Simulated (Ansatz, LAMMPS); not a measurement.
# Relaxing glassy 53SiO2-26Al2O3-11ZnO-11CaO (mol %) (63 atoms), part 3 of 3

How does glassy 53SiO2-26Al2O3-11ZnO-11CaO (mol %) (63 atoms) relax, and what do bonds, charges and levels look like afterwards?

Ansatz 0.2.0; Kohn-Sham DFT, PBE, PAW (set soft_2), plane waves.

The cell: 10 Si, 10 Al, 2 Zn, 2 Ca and 39 O. The quench rate of 6 K/ps far exceeds what a furnace or splat quench reaches. The starting topology of bonds comes from the classical model. The Brillouin zone is sampled at Γ only, in a cell whose shortest periodic width is 9 Å.

So far, density (g/cm³): step 5 (structure statistics after relaxation) 3.02.

## 6. Single point at the relaxed geometry

The electronic structure is read at the final geometry, in a run of its own.

input.yaml

```yaml
crystal:
  lattice:
    - [9.13371, 0.0, 0.0]
    - [0.0, 9.13371, 0.0]
    - [0.0, 0.0, 9.13371]
  atoms:
    - { symbol: Si, position: [0.67372, 0.43679, 0.39949] }
    - { symbol: Si, position: [0.5499, 0.96395, 0.09876] }
    - { symbol: Si, position: [0.14985, 0.2714, 0.26784] }
    - { symbol: Si, position: [0.61537, 0.99923, 0.55862] }
    - { symbol: Si, position: [0.8125, 0.17935, 0.98236] }
    - { symbol: Si, position: [0.69538, 0.72891, 0.72108] }
    - { symbol: Si, position: [0.31911, 0.74853, 0.02507] }
    - { symbol: Si, position: [0.47246, 0.45555, 0.98531] }
    - { symbol: Si, position: [0.12515, 0.14937, 0.9489] }
    - { symbol: Si, position: [0.10027, 0.44581, 0.75436] }
    - { symbol: Al, position: [0.36701, 0.6279, 0.65308] }
    - { symbol: Al, position: [0.92516, 0.47144, 0.17006] }
    - { symbol: Al, position: [0.98159, 0.72649, 0.93399] }
    - { symbol: Al, position: [0.49171, 0.73642, 0.34798] }
    - { symbol: Al, position: [0.44811, 0.24082, 0.24763] }
    - { symbol: Al, position: [0.93341, 0.58334, 0.50071] }
    - { symbol: Al, position: [0.70941, 0.68445, 0.06954] }
    - { symbol: Al, position: [0.21328, 0.61581, 0.3255] }
    - { symbol: Al, position: [0.62419, 0.28533, 0.71652] }
    - { symbol: Al, position: [0.16252, 0.91692, 0.73382] }
    - { symbol: Zn, position: [0.89285, 0.25315, 0.50683] }
    - { symbol: Zn, position: [0.87459, 0.01214, 0.71901] }
    - { symbol: Ca, position: [0.28362, 0.20657, 0.62977] }
    - { symbol: Ca, position: [0.99162, 0.94355, 0.39515] }
    - { symbol: O, position: [0.76583, 0.72768, 0.88844] }
    - { symbol: O, position: [0.10207, 0.28579, 0.83407] }
    - { symbol: O, position: [0.2852, 0.7839, 0.70918] }
    - { symbol: O, position: [0.85481, 0.32379, 0.07296] }
    - { symbol: O, position: [0.35424, 0.62637, 0.45608] }
    - { symbol: O, position: [0.17769, 0.18923, 0.11249] }
    - { symbol: O, position: [0.05663, 0.69549, 0.40362] }
    - { symbol: O, position: [0.44996, 0.05602, 0.2068] }
    - { symbol: O, position: [0.02737, 0.55638, 0.86367] }
    - { symbol: O, position: [0.63145, 0.8237, 0.18387] }
    - { symbol: O, position: [0.00849, 0.19321, 0.3391] }
    - { symbol: O, position: [0.52451, 0.89368, 0.45427] }
    - { symbol: O, position: [0.81695, 0.69623, 0.59508] }
    - { symbol: O, position: [0.78475, 0.05363, 0.50859] }
    - { symbol: O, position: [0.96092, 0.07644, 0.97744] }
    - { symbol: O, position: [0.89775, 0.65411, 0.11355] }
    - { symbol: O, position: [0.00227, 0.42754, 0.60037] }
    - { symbol: O, position: [0.66059, 0.90821, 0.7099] }
    - { symbol: O, position: [0.62141, 0.52269, 0.05086] }
    - { symbol: O, position: [0.1489, 0.79024, 0.01965] }
    - { symbol: O, position: [0.4464, 0.87092, 0.98331] }
    - { symbol: O, position: [0.98977, 0.85602, 0.78901] }
    - { symbol: O, position: [0.29428, 0.26026, 0.37209] }
    - { symbol: O, position: [0.78075, 0.2058, 0.80435] }
    - { symbol: O, position: [0.39669, 0.36271, 0.11304] }
    - { symbol: O, position: [0.10057, 0.0359, 0.58986] }
    - { symbol: O, position: [0.61398, 0.29388, 0.32045] }
    - { symbol: O, position: [0.26437, 0.46356, 0.68764] }
    - { symbol: O, position: [0.61612, 0.59415, 0.35709] }
    - { symbol: O, position: [0.67905, 0.07195, 0.0346] }
    - { symbol: O, position: [0.50212, 0.35146, 0.84289] }
    - { symbol: O, position: [0.11755, 0.45286, 0.23676] }
    - { symbol: O, position: [0.85308, 0.46436, 0.35569] }
    - { symbol: O, position: [0.33987, 0.7185, 0.20859] }
    - { symbol: O, position: [0.23688, 0.05132, 0.85579] }
    - { symbol: O, position: [0.52698, 0.14449, 0.61758] }
    - { symbol: O, position: [0.70351, 0.38666, 0.57139] }
    - { symbol: O, position: [0.55358, 0.62921, 0.7008] }
    - { symbol: O, position: [0.3596, 0.59277, 0.94564] }
kpoints:
  mp_grid: { grid: [1, 1, 1] }
hamiltonian:
  xc: pbe
scf:
  occupations: { method: fixed }
output:
  forces: true
  stress: true
  populations: intrinsic
  dos:
    method: { smearing: { sigma: 0.15 } }
    de: 0.1
    projected: { site_lists: { Al: [Al], Ca: [Ca], O: [O], Si: [Si], Zn: [Zn] } }
  eigenvalues: true
  write_density: true
  write_potential: true
  volumetric_format: npy
  elf: true
```

Command:

```
$ ansatz run input.yaml --threads 4 --pin off --max-ram 8192MiB --backend cpu --events-out ev --progress --plain --runs-dir out
```

Numbers of over 12 decimals in the logs are rounded to 6 here.

The program printed:

```text
[...]
Crystal: 63 atoms, lattice volume = 761.977 Å³
Basis set: ecut = 420 eV, 14795 PW (Γ), exchange–correlation on 128×128×128 points (8 copies of the dense FFT grid, shifted against one another)
Bands: 237, of which v1, the nominal top of the filled ones, is band 174 counted from 1 (173 counted from 0)
Symmetry: 1 space group operations
[...]
k-points: 1
[...]
SCF iter   1: F=—  HF=-44206.489276 eV  |F-HF|=—  |Δ(HF+E_count)|=         —  Δρ=2.35e-3  dr2=6.57e-2  ethr=1.77e-3  ⟨swp⟩=6.0  Hψ=859  notcnv=0  defer=61
[...]
SCF iter   9: F=-44206.498223 eV  HF=-44206.498223 eV  |F-HF|=4.23e-9  |Δ(HF+E_count)|=   8.79e-8  Δρ=2.41e-6  dr2=4.24e-8  ethr=2.87e-11  ⟨swp⟩=21.0  Hψ=2479  notcnv=0
SCF 1 converged in 9 iterations: F = -44206.498223 eV  dr2 = 4.24e-8
[...]
SCF converged after 9 iterations
Free energy (F): -44206.498223 eV
[...]
Internal energy: -44206.498223 eV  (E = F + TS)
E sigma→0 (E₀):  -44206.498223 eV
Fermi energy:    4.698049 eV
[...]
--- Forces (eV/Å), atoms counted from 1 ---
  atom   1  Si     0.00781401     0.00244518     0.01069247
  atom   2  Si     0.00185162    -0.00562416    -0.00344149
  atom   3  Si     0.00608799     0.00152365     0.00208067
  atom   4  Si    -0.00442879     0.00423717     0.00652899
  atom   5  Si    -0.00586005     0.00034870    -0.00539958
  atom   6  Si    -0.00437578     0.00633952    -0.00147716
  atom   7  Si     0.00291321     0.00151704    -0.00191000
  atom   8  Si     0.00492348     0.00081193     0.00597222
  atom   9  Si     0.00002483    -0.00226903     0.01006140
  atom  10  Si    -0.01589050     0.00292842     0.00718986
  atom  11  Al    -0.00502251     0.00261167    -0.00054376
  atom  12  Al    -0.00107819     0.00230615     0.00338105
  atom  13  Al     0.00058596    -0.00118789     0.00114920
  atom  14  Al     0.00559893     0.00515754     0.00465548
[...]
atom  62  O     -0.00015810    -0.00284545    -0.00054255
  atom  63  O     -0.00227143    -0.00026519    -0.00199437
  max |Σ_I F_I| component: 1.64e-4 eV/Å
--- Stress (GPa, compression-positive) ---
        4.922570      -2.695000       0.232024
       -2.694993       3.051877      -1.075446
        0.232024      -1.075459       2.978785
  P = ⅓ Tr σ = 3.6511 GPa (36.511 kbar)
--- Band table (eV) ---
[...]
--- intrinsic populations: 63 sites ---
  site symbol       q [e]
     0     Si      2.3300
     1     Si      2.2803
     2     Si      2.3358
[...]
62      O      6.8592
  spilling = -0.000000 (of n_electrons = 348.000000)
```

Run time: 7.5 s. Hardware: 4 threads of Arm Neoverse V1, shared host; peak memory 0.93 GiB.

Numbers from this run:

```
free energy                                      : -44206.4982 eV
free energy per atom                             : -701.6904 eV/atom
SCF cycles                                       : 9
pressure                                         : 3.651 GPa
r.m.s. force component                           : 0.00571 eV/Å
longest force                                    : 0.02769 eV/Å
Fermi energy                                     : 4.698 eV
gap (highest filled to lowest empty level) : 3.341 eV
```

Intrinsic-atomic-orbital charges by element:

```
element  coordination  atoms  mean charge (e)  spread  least    most
     Al           all     10             1.33  0.0478   1.20    1.38
     Ca           all      2             1.80  9.0e-4   1.80    1.80
      O           all     39           -0.944  0.0884  -1.32  -0.849
     Si           all     10             1.70  0.0219   1.66    1.72
     Zn           all      2             1.49  0.0041   1.48    1.49
```

Density of states as counts of states in windows of 1 eV (from the Fermi level), total and the larger projections:

| from (eV) | to (eV) | total | O p | Zn d | Si p | O s |
| --- | --- | --- | --- | --- | --- | --- |
| -18 | -17 | 34.4 | 0.3 | 0.0 | 3.4 | 26.8 |
| -17 | -16 | 6.5 | 0.0 | 0.0 | 0.4 | 5.3 |
| -16 | -15 | 4.0 | 0.0 | 0.0 | 0.0 | 3.2 |
| -15 | -10 | 0.0 | 0.0 | 0.0 | 0.0 | 0.0 |
| -10 | -9 | 1.6 | 1.0 | 0.0 | 0.1 | 0.1 |
| -9 | -8 | 6.4 | 4.3 | 0.1 | 0.3 | 0.3 |
| -8 | -7 | 7.9 | 5.4 | 0.2 | 0.4 | 0.4 |
| -7 | -6 | 19.0 | 13.0 | 1.5 | 1.5 | 0.5 |
| -6 | -5 | 36.6 | 19.6 | 11.4 | 2.4 | 0.6 |
| -5 | -4 | 32.1 | 22.7 | 3.9 | 1.9 | 0.8 |
| -4 | -3 | 36.9 | 30.8 | 1.2 | 1.2 | 0.8 |
| -3 | -2 | 40.9 | 36.9 | 0.7 | 0.8 | 0.5 |
| -2 | -1 | 45.9 | 42.9 | 0.6 | 0.5 | 0.4 |
| -1 | 0 | 25.4 | 24.1 | 0.3 | 0.2 | 0.1 |
| 0 | 1 | 1.6 | 1.5 | 0.0 | 0.0 | 0.0 |
| 1 | 3 | 0.0 | 0.0 | 0.0 | 0.0 | 0.0 |
| 3 | 4 | 2.0 | 0.1 | 0.0 | 0.0 | 0.5 |
| 4 | 5 | 1.6 | 0.2 | 0.0 | 0.1 | 0.2 |

With fixed occupations the program's Fermi level is the highest filled level; weight inside the gap is the broadening of levels at its edges.

Between -26 and -18 eV lie 45 more states.

The levels nearest the highest filled one (over half full), pooled over k-points and spins:

```
level less the highest filled one (eV)  occupation
                                -0.607           2
                                -0.499           2
                                -0.344           2
                                -0.220           2
                               -0.0796           2
                                     0           2
                                  3.34           0
                                  4.91           0
                                  5.44           0
                                  5.62           0
                                  5.80           0
                                  5.85           0
```

ELF in the ab plane at fractional z = 0.701, with atoms of Si and Al and Zn and O within 0.2 Å of it. It is the smooth field of the valence electrons, not physical close to the nuclei.

Ten even steps from '_' (0.00) to '@' (0.85), each cell a mean:
```
....----..__________________--##@@@@@@++....____....
--::..______..----::______..**@@%%++%%%%--......::--
##**--____::##%%%%**--____..++%%%%++%%%%==....::++##
%%##==..::##@@@@@@@@**..____--**@@@@@@##::____::**%%
%%**--..++@@%%++##@@##::____..--**%%**--::..__..==##
==--....++@@%%**%%@@**....::------::....====::__..--
________==##@@@@@@%%==..==##%%%%**::..--**##++::____
________..==**####--__--%%@@%%@@@@++..==####++--____
__________....::..____++@@%%==**@@##::--++++==::____
__........::----::____==@@@@%%%%@@**::..::::::______
..::::::==**%%@@@@++..::**@@@@@@##--________________
----::::##@@%%@@@@%%--__..==++==::______________..::
##**--::%%@@**++@@%%--______________....______..--++
%%##==..##@@%%%%@@##::____....__..--==--..____::++##
**++--..--**%%@@%%==..__::--::....==++--..____..==**
::::::::..::----::..__..::--::____::--..________..::
__..::::..__..::::______....__________......________
__..::::__..++####==____......______..======::______
____....__--%%@@@@**....--++##++..__--++**++--..____
__________--##@@@@++..::##%%@@%%==..::==++++::..____
__......____--++++::__==%%@@@@##==....::::::......__
..--==--..____________==##%%##++::______............
..==**++--....________::====--........__....____....
..--****==::....________......::==**==::..________..
```
Columns run along a (9.1 Å), rows up along b (9.1 Å). Atoms in or near the plane, at fractional coordinates: Si at (0.70, 0.73), Al at (0.62, 0.29), Zn at (0.87, 0.01), O at (0.29, 0.78), O at (0.66, 0.91), O at (0.26, 0.46), O at (0.55, 0.63).

Valence density in the ab plane at fractional z = 0.701, with atoms of Si and Al and Zn and O within 0.2 Å of it. It is the smooth field of the valence electrons, not physical close to the nuclei.

Ten steps, logarithmic in the rise over the least value, from '0' (0 e/Å³) to '9' (20 e/Å³), each cell a mean:
```
11111000000000124542247742
21100011000000146764223322
22100122210000146764111122
32111345531000124543100123
21101367642000012322110012
10001367642001112111211001
00000245431112333102221100
00000122211135654212221100
00000011100136775211111000
00000011100135664210000000
11111233211113432100000000
11112456421001110000000001
22223577631000000000000012
33213466520000000000000012
22212234210000001111000011
11111111100001100111000001
00111111100001000011100000
00000133310001100011110000
00000245421012211112211000
00000234421123321111211000
00000122210123321001111100
01111111000012211000123321
11121100000001111001247742
11221100000000012221259962
```
Columns run along a (9.1 Å), rows up along b (9.1 Å). Atoms in or near the plane, at fractional coordinates: Si at (0.70, 0.73), Al at (0.62, 0.29), Zn at (0.87, 0.01), O at (0.29, 0.78), O at (0.66, 0.91), O at (0.26, 0.46), O at (0.55, 0.63).

Mean intrinsic-atomic-orbital charges: Al +1.33, Ca +1.80, O -0.94, Si +1.70, Zn +1.49 e.

The surroundings of O50, whose charge lies farthest from its element's mean, nearest first, numbered as they follow in the input and with coordinates relative to it.

```
atom      x      y      z  distance (Å)  intrinsic-atomic-orbital charge (e)
 O50   0.00   0.00   0.00          0.00                                -1.32
Al20   0.57  -1.09   1.31          1.80                                 1.20
Ca24  -1.00  -0.84  -1.78          2.21                                 1.80
Ca23   1.67   1.56   0.36          2.31                                 1.80
Zn22  -2.06  -0.22   1.18          2.39                                 1.48
 O46  -1.01  -1.64   1.82          2.65                                -1.04
 O59   1.25   0.14   2.43          2.73                                -0.96
 O35  -0.84   1.44  -2.29          2.83                                -1.11
Zn21  -1.90   1.98  -0.76          2.85                                 1.49
 O38  -2.88   0.16  -0.74          2.98                                -1.14
 O27   1.69  -2.30   1.09          3.05                                -0.98
```

## 7. What came out

```json
{
 "energy change in the relaxation": "-66.07 meV/atom",
 "r.m.s. displacement": "0.251 Å",
 "largest displacement": "0.759 Å",
 "free energy per atom": "-701.6904 eV/atom",
 "pressure": "3.651 GPa",
 "r.m.s. force component": "0.00571 eV/Å",
 "gap (highest filled to lowest empty level)": "3.341 eV",
 "wall time of the 3 DFT runs": "92 s"
}
```

**Reading.** Relaxation lowers the energy by 66.1 meV/atom and moves atoms by 0.25 Å r.m.s.; the r.m.s. force component goes from 1.1 to 0.0057 eV/Å, the pressure goes from 8.4 to 3.7 GPa, and the gap from 3.09 to 3.34 eV. First to last step the energy falls by 4.162 eV; the largest move, 0.76 Å, is that of Ca24. Between filled and empty levels lie 3.34 eV (at Γ alone); a semilocal functional tends to put such gaps too low. In a disordered cell it changes from sample to sample, and tail or defect levels can set it.

Caveats: The starting topology of bonds comes from the classical model; in DFT atoms moved by 0.25 Å r.m.s. The pressure of 3.7 GPa shows the cell to be compressed for this functional.

[Logs are printed without paths, hosts, clocks, repeated set-up lines and the standing remarks that a program may print on its own settings, such as how far it seeks lower states.]

[Hosts, paths, dates, database ids (printed as entryN), source tags and the programs' standing remarks are cut or masked in the printed files.]
